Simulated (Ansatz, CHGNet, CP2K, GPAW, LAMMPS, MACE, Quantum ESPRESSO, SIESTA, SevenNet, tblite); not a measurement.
**In2O3 with crystalline order left by the classical run (85 atoms) in CP2K**

Aim: run In2O3 with crystalline order left by the classical run (85 atoms) in CP2K and see how near its forces come to a plane-wave reference, and at what cost.

Method: the method is named at each step, in CP2K 2026.2.

### Step 1. Starting point

The cell holds 85 atoms: 34 In and 51 O. Its edges and angles: a = 10.561 Å, b = 10.561 Å, c = 10.561 Å, α = 90.0°, β = 90.0°, γ = 90.0°. 85 atoms (34 Sc, 51 O) placed at random at 3.63 g/cm³, melted at 5000 K for 10 ps at fixed volume with the Morse and Coulomb pair potential with partial charges (Pedone, Malavasi, Menziani, Cormack and Segre, J. Phys. Chem. B 110, 11780 (2006)). Quenched from 5000 K to 300 K at 10 K/ps and fixed volume, held 10 ps at zero pressure, then minimised at fixed cell. Then Sc was replaced by In and the cell scaled by 1.038 (the potential has no terms for the new elements, so the cell is a start for a DFT relaxation).

The yardstick, on the same geometry:

```
method                 : Kohn-Sham DFT, PBE, SSSP efficiency 1.3.0 pseudopotentials, plane waves (Quantum ESPRESSO 7.5); sssp-pbe-1.3.0-efficiency, cutoffs 60/480 Ry, Γ point
r.m.s. force component : 0.2343 eV/Å
longest force          : 1.094 eV/Å
pressure               : -2.132 GPa
time                   : 5 min on 4 MPI ranks of Arm Neoverse V2, shared host
CPU time               : 20 min
```

### Step 2. PBE, DZVP-UZH, 800/50 Ry, diagonalisation

Method: Kohn-Sham DFT, PBE, GTH-PBE pseudopotentials, Gaussian and plane waves, DZVP-MOLOPT (UZH set), diagonalisation.

Contents of input.inp:

```
&GLOBAL
  PROJECT cell
  RUN_TYPE ENERGY_FORCE
  PRINT_LEVEL LOW
&END GLOBAL
&FORCE_EVAL
  METHOD QS
  STRESS_TENSOR ANALYTICAL
  &DFT
    BASIS_SET_FILE_NAME BASIS_MOLOPT_UZH
    POTENTIAL_FILE_NAME POTENTIAL_UZH
    &MGRID
      CUTOFF 800
      REL_CUTOFF 50
      NGRIDS 5
    &END MGRID
    &QS
      EPS_DEFAULT 1.0E-12
    &END QS
    &SCF
      SCF_GUESS ATOMIC
      EPS_SCF 5.0E-06
      MAX_SCF 200
      ADDED_MOS 14
      &DIAGONALIZATION
        ALGORITHM STANDARD
      &END DIAGONALIZATION
      &SMEAR ON
        METHOD FERMI_DIRAC
        ELECTRONIC_TEMPERATURE [K] 580
      &END SMEAR
      &MIXING
        METHOD BROYDEN_MIXING
        ALPHA 0.3
        NBROYDEN 12
      &END MIXING
      &PRINT
        &RESTART OFF
        &END RESTART
      &END PRINT
    &END SCF
    &XC
      &XC_FUNCTIONAL PBE
      &END XC_FUNCTIONAL
    &END XC
    &PRINT
      &MULLIKEN ON
      &END MULLIKEN
      &HIRSHFELD ON
        SHAPE_FUNCTION DENSITY
      &END HIRSHFELD
      &MO ON
        EIGENVALUES T
        OCCUPATION_NUMBERS T
        MO_INDEX_RANGE 363 386
        &EACH
          QS_SCF 0
        &END EACH
        ADD_LAST NUMERIC
      &END MO
    &END PRINT
  &END DFT
  &SUBSYS
    &CELL
      A 10.56142 0.00000 0.00000
      B 0.00000 10.56142 0.00000
      C 0.00000 0.00000 10.56142
    &END CELL
    &COORD
      In 0.93585 8.71792 10.48527
      In 1.85723 5.99255 8.92789
      In 7.69790 5.60780 5.54031
      In 9.84483 6.84961 2.37378
      In 8.45125 6.72815 9.25233
      In 10.13939 3.38451 7.01764
      In 1.77347 3.68805 3.73283
      In 9.96248 0.76634 1.64547
      In 10.32960 7.16603 6.12425
      In 3.62838 6.26482 6.07313
      In 1.53595 1.12437 9.14313
      In 5.22040 8.26621 3.37047
      In 7.72726 10.07866 4.55704
      In 2.79783 0.81471 2.18484
      In 5.81248 4.65716 8.79650
      In 0.52131 3.96191 0.47114
      In 3.74930 3.53702 0.83773
      In 6.49105 1.20009 2.35720
      In 4.72634 7.70709 10.17551
      In 0.69346 0.83699 5.16211
      In 8.66269 3.33002 3.74096
      In 7.14163 5.04836 1.65508
      In 2.96829 3.22673 7.38623
      In 6.50541 8.29029 7.21862
      In 8.30371 2.64595 9.86141
      In 1.81139 8.79640 3.71741
      In 2.81494 6.22575 2.17935
      In 2.54330 8.98597 7.57972
      In 7.59683 9.31380 0.51160
      In 6.77325 1.90169 6.88045
      In 9.11461 10.28556 7.81154
      In 4.90916 3.54484 4.45787
      In 4.75317 0.94662 9.70373
      In 4.04555 0.45847 5.38463
      O 2.43599 5.17805 0.29392
      O 9.83479 5.15450 5.97734
      O 4.40823 8.13483 6.88647
      O 2.12623 10.53808 0.30934
      O 3.04285 1.90813 4.15983
      O 10.47619 7.82073 4.17144
      O 5.55964 5.33035 5.55235
      O 8.93158 3.84277 1.10958
      O 6.16143 6.81190 8.88712
      O 4.72687 7.15219 1.63142
      O 8.85015 1.85427 7.88315
      O 3.55835 0.23203 8.05741
      O 1.23495 1.92873 7.05429
      O 9.70415 9.35562 0.99129
      O 0.59059 9.82085 8.49476
      O 5.97724 0.85146 4.49209
      O 6.81961 9.53812 2.51320
      O 0.72039 4.17831 8.69986
      O 8.19777 8.88754 9.07300
      O 4.71462 2.43483 6.36833
      O 7.01109 10.36223 6.92100
      O 9.55302 10.25250 5.73950
[... 25 atom lines left out ...]
      O 6.65908 8.21298 4.96408
      O 7.70646 3.38346 5.68490
      O 2.60128 4.40686 5.59871
      O 8.26959 5.55045 3.46108
    &END COORD
    &KIND In
      BASIS_SET DZVP-MOLOPT-PBE-GTH-q13
      POTENTIAL GTH-PBE-q13
    &END KIND
    &KIND O
      BASIS_SET DZVP-MOLOPT-PBE-GTH-q6
      POTENTIAL GTH-PBE-q6
    &END KIND
  &END SUBSYS
  &PRINT
    &FORCES ON
    &END FORCES
    &STRESS_TENSOR ON
    &END STRESS_TENSOR
  &END PRINT
&END FORCE_EVAL
```

Command:

```console
OMP_NUM_THREADS=2 cp2k.psmp -i input.inp > output.txt
```

Numbers of over 12 decimals in the logs are rounded to 6 here.

What it wrote:

```text
CP2K| version string:                                       CP2K version 2026.2
 CP2K| Input file name                                                 input.inp
 GLOBAL| Basis set file name                                    BASIS_MOLOPT_UZH
 GLOBAL| Potential file name                                       POTENTIAL_UZH
 GLOBAL| Run type                                                   ENERGY_FORCE
 GLOBAL| Total number of message passing processes                             1
 GLOBAL| Number of threads for this process                                    2
 TOTAL NUMBERS AND MAXIMUM NUMBERS
  Total number of            - Atomic kinds:                                   2
                             - Atoms:                                         85
                             - Shell sets:                                    85
                             - Shells:                                       493
                             - Primitive Cartesian functions:                459
                             - Cartesian basis functions:                   1734
                             - Spherical basis functions:                   1513
  Maximum angular momentum of- Orbital basis functions:                        3
                             - Local part of the GTH pseudopotential:          2
                             - Non-local part of the GTH pseudopotential:      4
 SCF PARAMETERS         Density guess:                                    ATOMIC
                        max_scf:                                             200
                        eps_scf:                                        5.00E-06
                        added MOs                                        14    0
                        Mixing method:                            BROYDEN_MIXING
                                                charge density mixing in g-space
                        Smear method:                                FERMI_DIRAC
                        Electronic temperature [K]:                        580.0
                        Electronic temperature [a.u.]:                  1.84E-03
                        Accuracy threshold:                             1.00E-10
 Extrapolation method: initial_guess
 Number of electrons:                                                        748
 Number of occupied orbitals:                                                374
 Number of molecular orbitals:                                               388
 Number of orbital functions:                                               1513
 Number of independent orbital functions:                                   1513
 SCF WAVEFUNCTION OPTIMIZATION
  Step     Update method      Time    Convergence         Total energy    Change
     1 NoMix/Diag. 0.30E+00   12.6     1.83000445     -2735.2589706438 -2.74E+03
     2 Broy./Diag. 0.30E+00   17.3     0.22295704     -2654.1740911711  8.11E+01
     3 Broy./Diag. 0.30E+00   17.4     0.09276023     -2729.0649825508 -7.49E+01
     4 Broy./Diag. 0.30E+00   17.6     0.06368623     -2734.4855516238 -5.42E+00
[...]
14 Broy./Diag. 0.30E+00   18.1     0.00001201     -2733.2660473836 -3.23E-04
    15 Broy./Diag. 0.30E+00   18.0     0.00000486     -2733.2661741402 -1.27E-04
  *** SCF run converged in    15 steps ***
  Electronic density on regular grids:       -748.0000000000        0.0000000000
  Core density on regular grids:              747.9999999995       -0.0000000005
  Total charge density on r-space grids:       -0.0000000005
  Total charge density g-space grids:          -0.0000000005
  Overlap energy of the core charge distribution:               8.20733e-09
  Self energy of the core charge distribution:              -5177.341887
  Core Hamiltonian energy:                                   1568.098803
  Hartree energy:                                            1309.949418
  Exchange-correlation energy:                               -433.969050
  Electronic entropic energy:                                  -0.0034571
  Fermi energy:                                                 0.193006
  Total energy:                                             -2733.266174
  Total energy (extrapolated to T->0):                      -2733.264446
 MO| EIGENVALUES AND OCCUPATION NUMBERS
 MO|
 MO|  Index      Eigenvalue [a.u.]        Eigenvalue [eV]             Occupation
 MO|    363               0.177651               4.834121               1.999532
 MO|    364               0.178369               4.853670               1.999308
 MO|    365               0.179639               4.888226               1.998619
[...]
MO|    385               0.338173               9.202148               0.000000
 MO|    386               0.343210               9.339231               0.000000
 MO| Sum:                                                             748.000000
 MO| E(Fermi):            0.193006 a.u.          5.251950 eV
 !-----------------------------------------------------------------------------!
                     Mulliken Population Analysis
 #  Atom  Element  Kind  Atomic population                           Net charge
       1     In       1         11.673294                              1.326706
       2     In       1         11.727714                              1.272286
       3     In       1         11.831743                              1.168257
[...]
84     O        2          6.839630                             -0.839630
      85     O        2          6.828744                             -0.828744
 # Total charge                            748.000000                 -0.000000
 !-----------------------------------------------------------------------------!
 !-----------------------------------------------------------------------------!
                           Hirshfeld Charges
  #Atom  Element  Kind  Ref Charge     Population                    Net charge
      1       In     1      13.000         12.494                         0.506
      2       In     1      13.000         12.503                         0.497
      3       In     1      13.000         12.471                         0.529
[...]
84       O      2       6.000          6.368                        -0.368
     85       O      2       6.000          6.339                        -0.339
  Total Charge                                                            0.000
 !-----------------------------------------------------------------------------!
 ENERGY| Total FORCE_EVAL ( QS ) energy [hartree]          -2733.266286
 FORCES| Atomic forces [hartree/bohr]
 FORCES|   Atom     x               y               z               |f|
 FORCES|      1 -8.69964753E-03  4.43188569E-03  2.77967022E-03   1.01514553E-02
 FORCES|      2 -8.92421100E-03 -6.84670982E-03  6.86507445E-04   1.12689960E-02
 FORCES|      3 -1.70452255E-02 -2.93852085E-03  7.73019599E-03   1.89454624E-02
[...]
FORCES|     84  4.74579413E-03  9.49544031E-04  1.40248175E-03   5.03896327E-03
 FORCES|     85  4.81341771E-03 -7.51229585E-04 -6.32900942E-04   4.91262655E-03
 FORCES| Sum    -1.25022356E-03  1.72040101E-03  5.56324571E-04
 FORCES| Total atomic force                                       2.19825741E-03
 STRESS| Analytical stress tensor [bar]
 STRESS|                        x                   y                   z
 STRESS|      x       -2.06807090457E+04  -6.75711341186E+03  -1.53771372904E+04
 STRESS|      y       -6.75711341186E+03   2.93617651675E+04   1.56949688522E+04
 STRESS|      z       -1.53771372904E+04   1.56949688522E+04  -5.69211360007E+02
 STRESS| 1/3 Trace                                             2.70394825392E+03
```

Wall time 6.1 min (2 threads of Arm Neoverse V2, shared host); peak memory 5.4 GiB; 11 min of CPU time.

Banners, paths, timers and routine set-up lines are dropped from the logs unmarked, and long logs keep their key lines alone; longer cuts are marked.

Compared with the plane-wave run:

```
r.m.s. force component                  : 0.2468 eV/Å
r.m.s. difference of force components   : 38.62 meV/Å
longest difference of force vectors     : 149 meV/Å
force difference over r.m.s. force      : 16.48 %
slope of forces against the reference's : 1.041
correlation of force components         : 0.9885
pressure                                : 0.2704 GPa
pressure difference                     : 2.403 GPa
```

Length of the force difference by element (eV/Å):

```
element  atoms   mean   most
     In     34  0.076   0.15
      O     51  0.049  0.098
```

Local excerpt of 14 atoms (numbers count through the whole input) about In4, whose charge lies farthest from its element's mean; x, y, z are measured from there.

```
atom      x      y      z  distance (Å)  bonds  Hirshfeld charge (e)     Fx     Fy  Fz (eV/Å)
 In4   0.00   0.00   0.00          0.00      5                  0.60   0.32  -0.15      -0.17
 O40   0.63   0.97   1.80          2.14      3                 -0.37  -0.14   0.24       0.00
 O76   1.44  -1.66   0.16          2.20      4                 -0.36  -0.21   0.09      -0.43
 O85  -1.58  -1.30   1.09          2.31      4                 -0.34   0.25  -0.04      -0.03
 O70  -1.79   0.02  -1.49          2.33      4                 -0.35   0.37   0.30       0.45
 O77   2.21   0.99  -0.57          2.49      4                 -0.35  -0.65   0.01       0.14
 O48  -0.14   2.51  -1.38          2.87      3                 -0.37  -0.02  -0.42       0.36
 O75   0.72   0.01  -3.24          3.31      3                 -0.38   0.14   0.19       0.18
In22  -2.70  -1.80  -0.72          3.33      5                  0.55  -0.42   0.02      -0.70
 O42  -0.91  -3.01  -1.26          3.39      3                 -0.37   0.01  -0.18       0.19
In26   2.53   1.95   1.34          3.46      6                  0.51   0.10  -0.40       0.10
 In1   1.65   1.87  -2.45          3.50      6                  0.51  -0.45   0.23       0.14
In27   3.53  -0.62  -0.19          3.59      6                  0.50  -0.12   0.18      -0.06
In16   1.24  -2.89  -1.90          3.67      6                  0.54  -0.29   0.14       0.25
```

Forces lie 16 % from the reference's, at 0.55 times its CPU time (on 2 against 4 cores).

### Step 3. Results

| Item | Value |
| --- | --- |
| force difference from the reference | CP2K PBE, DZVP-UZH, 800/50 Ry, diagonalisation, 16 % |
| its CPU time | 11 min |

In words: The PBE run in local orbitals differs by 16 % (CP2K PBE, DZVP-UZH, 800/50 Ry, diagonalisation); basis, grid and potentials can all enter. In pressure, CP2K PBE, DZVP-UZH, 800/50 Ry, diagonalisation misses by +2.4 GPa, at the same functional. The reference's pressure holds the uncorrected Pulay stress of its 60 Ry basis, so small pressure differences, and their order, may be the reference's own error. The quench rate of 10 K/ps is many orders above laboratory rates, so the cell is likely richer in defects and strain than a real sample. The network of bonds at the start is that of the classical potential that made the cell, and needn't be the one that DFT or experiment would give. The reference's stress is far from hydrostatic: its diagonal is -4.5, 0.5, -2.4 GPa, compression counted positive. The reference's pressure of -2.1 GPa belongs to a cell and atoms that aren't relaxed at this level. The electronic-structure runs sample only Γ, in a cell whose shortest periodic width is 11 Å.

[Also dropped from logs without a mark: logging warnings of Python, and SIESTA's first energy breakdown and zero terms.]

[Logs are printed without paths, hosts, clocks, repeated set-up lines and the standing remarks that a program may print on its own settings, such as how far it seeks lower states.]

[Hosts, paths, dates, database ids (printed as entryN), source tags and the programs' standing remarks are cut or masked in the printed files.]
